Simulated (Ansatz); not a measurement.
**TlSbS3 (model cell, started as cubic perovskite with Sb in the octahedra): following an unstable mode**

Aim: this structure of TlSbS3 (model cell, started as cubic perovskite with Sb in the octahedra) is to be tested for unstable modes, and one is followed downhill.

Method: DFT LDA, scalar-relativistic, plane waves, PAW; PAW set soft_1, in Ansatz 0.2.0.

Report form: the programs' logs are mostly left out.

The structure was built from a prototype and need not be the compound's stable phase.

## 1. Starting point

Symmetry: Pm-3m, No. 221, cubic system. The conventional cell has a = 4.956 Å, b = 4.956 Å, c = 4.956 Å, α = 90.00°, β = 90.00°, γ = 90.00°. Nearest to Tl lie 12 S at 3.50 Å. Sb has 6 S at 2.48 Å nearest. Nearest to S lie 2 Sb at 2.48 Å. Farther neighbours and most contacts between anions are not listed.

## 2. Response at finite wavevector

The cell comes from relaxations at this level that are not shown. Stability and thermal properties need the whole zone. Linear response on a 2×2×2 q mesh gives force constants as far as a supercell of that size would.

Input file input.yaml:

```yaml
crystal:
  lattice:
    - [4.9559718062, 0.0, 0.0]
    - [0.0, 4.9559718062, 0.0]
    - [0.0, 0.0, 4.9559718062]
  atoms:
    - { symbol: Tl, position: [0.0, 0.0, 0.0] }
    - { symbol: Sb, position: [0.5, 0.5, 0.5] }
    - { symbol: S, position: [0.5, 0.5, 0.0] }
    - { symbol: S, position: [0.5, 0.0, 0.5] }
    - { symbol: S, position: [0.0, 0.5, 0.5] }
kpoints:
  mp_grid: { grid: [8, 8, 8] }
hamiltonian:
  xc: lda
  pseudopotentials: { kind: paw, azcp: { folder: soft_1 }, xc_functional: pbe }
scf:
  occupations: { method: methfessel_paxton, width: 0.2 }
output:
  eigenvalues: true
phonons:
  method: dfpt
  qmesh: [2, 2, 2]
  temperatures: { t_max: 1000, t_step: 50 }
  qpath:
    path:
      - [[0.0, 0.0, 0.0], [0.0, 0.5, 0.0], [0.5, 0.5, 0.0], [0.0, 0.0, 0.0], [0.5, 0.5, 0.5], [0.0, 0.5, 0.0]]
      - [[0.5, 0.5, 0.5], [0.5, 0.5, 0.0]]
    npoints: 10
```

Command:

```sh
$ ansatz run input.yaml --threads 4 --pin off --max-ram 16384MiB --backend cpu --events-out ev --progress --plain --runs-dir out
```

It took 4.2 min on 4 threads of Arm Neoverse V1, shared host; peak memory 1.3 GiB; 16 min of CPU time.

This step gave:

```
volume per atom                                         : 24.35 Å³
gap on the k-mesh                                       : 0 eV
sum-rule residual before enforcement                    : 2.88e-5 eV/Å²
lowest frequency on the path                            : -143.2 cm⁻¹
point group                                             : m-3m
highest frequency on the path or at a solved wavevector : 352.4 cm⁻¹
highest optical mode at the zone centre (no LO-TO term) : 252.2 cm⁻¹
lowest optical zone-centre mode                         : -122.6 cm⁻¹
lowest mode on the q mesh (acoustic modes at Γ apart)   : -143.2 cm⁻¹
```

Frequencies (cm⁻¹) solved at each irreducible wavevector; negative means imaginary. Frequencies by wavevector, by row:

```csv
q in reciprocal lattice units,star,mode 1,mode 2,mode 3,mode 4,mode 13,mode 14,mode 15
0 0 0,1,-122.6,-122.6,-122.6,-98.7,252.2,252.2,252.2
0 0 -0.5,3,-126.5,-123.5,-115.2,-115.2,272.7,272.7,285.4
0 -0.5 -0.5,3,-143.2,-143.2,-111.6,-99.2,273.2,290.5,313.7
-0.5 -0.5 -0.5,1,-141.1,-141.1,-141.1,-102.3,269.4,269.4,352.4
```

Interpolated from a 2×2×2 q mesh. Phonon branches along the path, in cm⁻¹:

```csv
point,branch 1,branch 2,branch 3,branch 4,branch 12,branch 13,branch 14,branch 15
Γ,-123,-123,-123,-99,0,252,252,252
halfway,-122,-119,-119,-114,114,262,262,269
X,-126,-124,-115,-115,162,273,273,285
halfway,-134,-124,-118,-108,165,272,282,301
M,-143,-143,-112,-99,168,273,290,314
halfway,-124,-122,-116,-113,119,267,272,286
Γ,-123,-123,-123,-99,0,252,252,252
halfway,-121,-119,-119,-113,123,271,271,307
R,-141,-141,-141,-102,174,269,269,352
halfway,-128,-126,-126,-110,168,273,276,322
X,-126,-124,-115,-115,162,273,273,285
jump to R,-141,-141,-141,-102,174,269,269,352
halfway,-139,-139,-120,-107,171,271,277,337
M,-143,-143,-112,-99,168,273,290,314
```

Symmetry leaves 4 wavevectors to solve. The lowest mode among them, the acoustic zeros apart, lies at q = (0, -0.5, -0.5) and is imaginary, 143.2i cm⁻¹, so the energy falls along it.

## 3. The mode frozen in, largest atomic shift 0 Å

The mode followed lies at q = (-0.5, -0.5, -0.5) with frequency 141.1i cm⁻¹ and is 3-fold degenerate, one of the unstable modes though not the softest. At small amplitude the distorted cell has space group no. 139 by a symmetry search on the positions. The undistorted cell that holds it gives the zero of energy on the same k mesh.

System of this step: TlSbS3 (model cell, started as cubic perovskite with Sb in the octahedra). The structure is cubic, space group Pm-3m (No. 221). Conventional cell: a = 4.956 Å, b = 4.956 Å, c = 4.956 Å, α = 90.00°, β = 90.00°, γ = 90.00°. Nearest to Tl lie 12 S at 3.50 Å. Nearest to Sb lie 6 S at 2.48 Å. Nearest to S lie 2 Sb at 2.48 Å. Farther neighbours and most contacts between anions are not listed.

input.yaml, the sections that differ from step 2:

```yaml
crystal:
  lattice:
    - [4.9559718062, 4.9559718062, 0.0]
    - [4.9559718062, 0.0, 4.9559718062]
    - [4.9559718062, 0.0, -4.9559718062]
  atoms:
    - { symbol: Tl, position: [0.0, 0.5, 0.5] }
    - { symbol: Tl, position: [0.0, 0.0, 0.0] }
    - { symbol: Sb, position: [0.5, 0.25, 0.75] }
    - { symbol: Sb, position: [0.5, 0.75, 0.25] }
    - { symbol: S, position: [0.5, 0.0, 1.0] }
    - { symbol: S, position: [0.5, 0.5, 0.5] }
    - { symbol: S, position: [0.0, 0.5, 0.0] }
    - { symbol: S, position: [0.0, 0.0, 0.5] }
    - { symbol: S, position: [0.5, 0.0, 0.5] }
    - { symbol: S, position: [0.5, 0.5, 0.0] }
output:
  forces: true
  stress: true
  eigenvalues: true
# kpoints, hamiltonian, scf: as in step 2
# phonons: removed
```

Wall time 6.1 s (4 threads); peak memory 0.76 GiB.

Numbers from this step:

- pressure: -0.09068 GPa
- energy from the undistorted cell: 0 meV/atom

The run ends at a pressure of -0.09 GPa.

## 4. The mode frozen in, largest atomic shift 0.45 Å

The atoms are moved along the unstable eigenvector, the largest shift by 0.45 Å, with the cell fixed.

input.yaml, the sections that differ from step 3:

```yaml
crystal:
  lattice:
    - [4.9559718062, 4.9559718062, 0.0]
    - [4.9559718062, 0.0, 4.9559718062]
    - [4.9559718062, 0.0, -4.9559718062]
  atoms:
    - { symbol: Tl, position: [0.0060168152, 0.4969915924, 0.4969915924] }
    - { symbol: Tl, position: [-0.0060168152, 0.0030084076, 0.0030084076] }
    - { symbol: Sb, position: [0.5, 0.25, 0.75] }
    - { symbol: Sb, position: [0.5, 0.75, 0.25] }
    - { symbol: S, position: [0.5, 0.045399774, 1.045399774] }
    - { symbol: S, position: [0.5, 0.454600226, 0.454600226] }
    - { symbol: S, position: [0.0, 0.5, 0.0] }
    - { symbol: S, position: [0.0, 0.0, 0.5] }
    - { symbol: S, position: [0.5, 0.045399774, 0.454600226] }
    - { symbol: S, position: [0.5, 0.454600226, 0.045399774] }
# kpoints, hamiltonian, scf, output: as in step 3
```

Run time: 14 s. Hardware: 4 threads; peak memory 0.95 GiB; 56 s of CPU time.

Numbers from this step:

```yaml
pressure: 0.8780 GPa
energy_from_the_undistorted_cell: -30.39 meV/atom
```

The energy, extrapolated to zero smearing, is -30.39 meV/atom against the undistorted cell.

The run ends at a pressure of 0.88 GPa, with forces up to 0.065 eV/Å.

## 5. Energy along the mode, all amplitudes (two of the runs are shown above)

An imaginary frequency means negative curvature, so the energy should fall and then rise again as anharmonic terms take over.

Numbers from this step:

```
depth at the lowest point sampled  : 30.39 meV/atom
largest atomic shift at that point : 0.45 Å
```

Energy from the parent against largest atomic shift:

```csv
largest atomic shift (Å),energy from the parent (meV/atom)
0.000,0
0.040,-0.642
0.080,-2.54
0.140,-7.41
0.220,-16.1
0.320,-26.1
0.450,-30.4
0.600,-24.4
```

Displacement at unit largest shift by atom:

```csv
atom,x (Å),y (Å),z (Å),size
Tl1,0.00,0.07,0.00,0.07
Tl2,0.00,-0.07,0.00,0.07
Sb3,0.00,0.00,0.00,0.00
Sb4,0.00,0.00,0.00,0.00
S5,1.00,0.00,0.00,1.00
S6,-1.00,0.00,0.00,1.00
S7,0.00,0.00,0.00,0.00
S8,0.00,0.00,0.00,0.00
S9,0.00,0.00,1.00,1.00
S10,0.00,0.00,-1.00,1.00
```

The lowest of the steps tried is at 0.45 Å, 30.4 meV/atom below the parent; the bottom of the well need not coincide with a step.

## 6. Relaxing from the distorted cell

Starting from the lowest point found, all atoms and the cell are let go, so that strain and other modes of the same symmetry can join in.

Edit input.yaml of step 4 so:

```diff
@@ -27 +27,6 @@
   eigenvalues: true
+relax:
+  adjacent_minimum: "off"
+  f_tol: 0.002
+  max_steps: 120
+  cell: { stress_tol: 0.03 }
```

It took 80 s on 4 threads; peak memory 1 GiB; 5.2 min of CPU time.

Step by step:

```csv
step,energy less that of the first step (eV),largest force component (eV/Å),pressure (GPa),volume (Å³)
1,0.0000,0.0650,0.88,243.45
2,-0.0223,0.0532,-0.10,247.91
3,-0.0243,0.0197,-0.05,247.91
4,-0.0248,0.0028,0.00,247.87
5,-0.0249,0.0001,0.00,247.85
6*,-0.0257,0.0001,0.00,247.85
```

Relaxation steps marked * repeat the geometry before them on a plane-wave basis chosen anew for their cell, so energy and pressure can jump there.

Forces are held to the 16 operations that the run works with; a distortion that breaks them can't arise in this run.

```csv
"conventional cell, symmetrised",before,after,change
a (Å),7.009,7.032,+0.3 %
b (Å),7.009,7.032,+0.3 %
c (Å),9.912,10.026,+1.1 %
volume (Å³/atom),24.35,24.78,+1.8 %
```

The atoms that moved most (Å, as changes of fractional coordinates times the final cell):

```csv
atom,dx,dy,dz,length
Tl1,0.000,0.100,0.000,0.100
Tl2,0.000,-0.100,0.000,0.100
S10,0.000,0.000,0.036,0.036
S9,0.000,0.000,-0.036,0.036
S5,-0.036,0.000,0.000,0.036
S6,0.036,0.000,0.000,0.036
```

This step gave:

* pressure: -8.79e-4 GPa
* volume per atom: 24.78 Å³

The distorted start has space group I4/mmm; the relaxation ends in I4/mmm.

## 7. The new phase in its own primitive cell

The relaxed structure is symmetrised, reduced to its primitive cell and relaxed tightly, as its phonons need.

input.yaml, the sections that differ from step 6:

```yaml
crystal:
  lattice:
    - [-3.5157784564, 3.5157784564, 5.0128282692]
    - [3.5157784564, -3.5157784564, 5.0128282692]
    - [3.5157784564, 3.5157784564, -5.0128282692]
  atoms:
    - { symbol: Tl, position: [0.2629431691, 0.2629431691, 0.0] }
    - { symbol: Tl, position: [0.7370568309, 0.7370568309, 0.0] }
    - { symbol: Sb, position: [0.0, 0.5, 0.5] }
    - { symbol: Sb, position: [0.5, 0.0, 0.5] }
    - { symbol: S, position: [0.7081787347, 0.7081787347, 0.4163574694] }
    - { symbol: S, position: [0.2918212653, 0.2918212653, 0.5836425306] }
    - { symbol: S, position: [0.75, 0.25, 0.5] }
    - { symbol: S, position: [0.25, 0.75, 0.5] }
    - { symbol: S, position: [0.2918212653, 0.7081787347, 0.0] }
    - { symbol: S, position: [0.7081787347, 0.2918212653, 0.0] }
relax:
  adjacent_minimum: "off"
  f_tol: 0.001
  max_steps: 60
  cell: { stress_tol: 0.01 }
# kpoints, hamiltonian, scf, output: as in step 6
```

It took 30 s on 4 threads; peak memory 0.99 GiB.

Little changed from the start: no atom moved by 0.005 Å and no cell edge by 0.1 %.

This step gave:

| Property | Result |
| --- | --- |
| pressure | -8.78e-4 GPa |

The largest force component left is 0.092 meV/Å and the pressure is -0.001 GPa, within the tolerances set. The cell now holds 24.78 Å³/atom.

## 8. Modes of the new phase

A relaxed structure may still be a saddle point, so its zone-centre modes are computed. No field response is asked, since the mesh shows no gap.

Edit input.yaml of step 7 so:

```diff
@@ -24,9 +24,4 @@
 output:
-  forces: true
-  stress: true
   eigenvalues: true
-relax:
-  adjacent_minimum: "off"
-  f_tol: 0.001
-  max_steps: 60
-  cell: { stress_tol: 0.01 }
+phonons:
+  method: dfpt
```

The job ended after 20 min (4 threads; peak memory 9.2 GiB).

Numbers from this step:

* sum-rule residual before enforcement: 1.06e-4 eV/Å²
* point group: 4/mmm
* highest optical mode at the zone centre (no LO-TO term): 328.1 cm⁻¹
* lowest optical zone-centre mode: -84.48 cm⁻¹

Patterns of degenerate modes are one choice out of their space. Modes at Γ, with each element's share of the kinetic energy (negative means imaginary):

```csv
mode,frequency (cm⁻¹),symmetry,Tl %,Sb %,S %
1,-84.5,Eg,5,0,95
2,-84.5,Eg,5,0,95
3,-80.9,Eu,3,11,87
4,-80.9,Eu,3,11,87
5,-62.0,A2u,7,59,34
6,0.0,acoustic,48,29,23
7,0.0,acoustic,48,29,23
8,0.0,acoustic,48,29,23
9,9.8,Eu,47,42,11
10,9.8,Eu,47,42,11
11,19.8,Eg,92,0,8
12,19.8,Eg,92,0,8
13,37.5,A1g,96,0,4
14,39.1,B2g,0,0,100
15,56.1,Eg,2,0,98
16,56.1,Eg,2,0,98
17,70.8,A2u,44,6,50
18,73.2,B1u,0,0,100
19,84.8,Eu,2,7,91
20,84.8,Eu,2,7,91
21,142.8,A1g,4,0,96
22,165.0,Eu,0,88,12
23,165.0,Eu,0,88,12
24,166.2,B2u,0,100,0
25,251.0,A2u,0,6,93
26,252.8,Eu,0,23,77
27,252.8,Eu,0,23,77
28,257.4,A2g,0,0,100
29,280.1,B1g,0,0,100
30,328.1,B1g,0,0,100
```

Displacements in mode 2 (-84.5 cm⁻¹), the largest set to 1:
```
Tl1  0.00 -0.10  0.00
Tl2  0.00  0.10  0.00
Sb3  0.00  0.00  0.00
Sb4  0.00  0.00  0.00
S5   0.00  0.00  0.02
S6   0.00  0.00 -0.02
S7   0.01  1.00  0.00
S8  -0.01 -1.00  0.00
S9   0.00  0.00 -0.02
S10  0.00  0.00  0.02
```

Displacements in mode 4 (-80.9 cm⁻¹), the largest set to 1:
```
Tl1 -0.01 -0.07  0.00
Tl2 -0.01 -0.07  0.00
Sb3 -0.04 -0.15  0.00
Sb4 -0.03 -0.21  0.00
S5   0.08  0.07  0.00
S6   0.08  0.07  0.00
S7   0.20  1.00  0.00
S8   0.20  1.00  0.00
S9  -0.06  0.04  0.00
S10 -0.06  0.04  0.00
```

Before it was imposed, the acoustic sum rule was missed by 1.1e-4 eV/Å². Small misses are needed for a sound result but don't prove that mesh and cutoff are converged. The lowest optical mode is imaginary, 84.5i cm⁻¹, so the energy falls along it.

## 9. Outcome

```yaml
unstable_mode_of_the_parent: q = (-0.5, -0.5, -0.5), 141i cm⁻¹
depth_at_the_lowest_point_sampled: 30.4 meV/atom
largest_atomic_shift_at_that_point: 0.45 Å
space_group_reached_within_0p01_a: I4/mmm
energy_gained_over_the_parent_first_relaxation_on_the_mesh_of_the_frozen_mode: 33.0 meV/atom
volume_per_atom_phase_reached: 24.8 Å³
lowest_optical_zone_centre_mode_phase_reached: -84.5 cm⁻¹
highest_optical_mode_at_the_zone_centre_no_lo_to_term_phase_reached: 328 cm⁻¹
```

Along this mode the structure falls into I4/mmm, 33.0 meV/atom below the parent. At the parent's cell the well is 30.39 meV/atom deep on the steps tried, with its lowest point at a shift of 0.45 Å. Relaxing atoms and cell changes the gain by +2.56 meV/atom against the lowest step (energies at zero smearing). The new phase still has an imaginary mode at the zone centre of its cell, so it is a saddle point on the way to a lower structure. Of the 6 patterns followed to their end from this parent, this one ends 135 meV/atom above the lowest, Imma. Each path keeps the symmetry of its pattern, so a lower phase may lie along a pattern not tried. With no gap, or one that is small against the smearing, the frequencies hang on the k mesh and the smearing, most of all near Kohn anomalies. A semilocal functional can close a gap that the real compound would have, so the metallic treatment may be an artefact of the level. Spin-orbit coupling is left out, which can matter for the heavy elements here. The PAW files were made for PBE and serve the other functionals too. The starting cell was built on a prototype and not taken from a measurement, so the phase need not exist.

[Logs are printed without paths, hosts, clocks, repeated set-up lines and the standing remarks that a program may print on its own settings, such as how far it seeks lower states.]

[Hosts, paths, dates, database ids (printed as entryN), source tags and the programs' standing remarks are cut or masked in the printed files.]
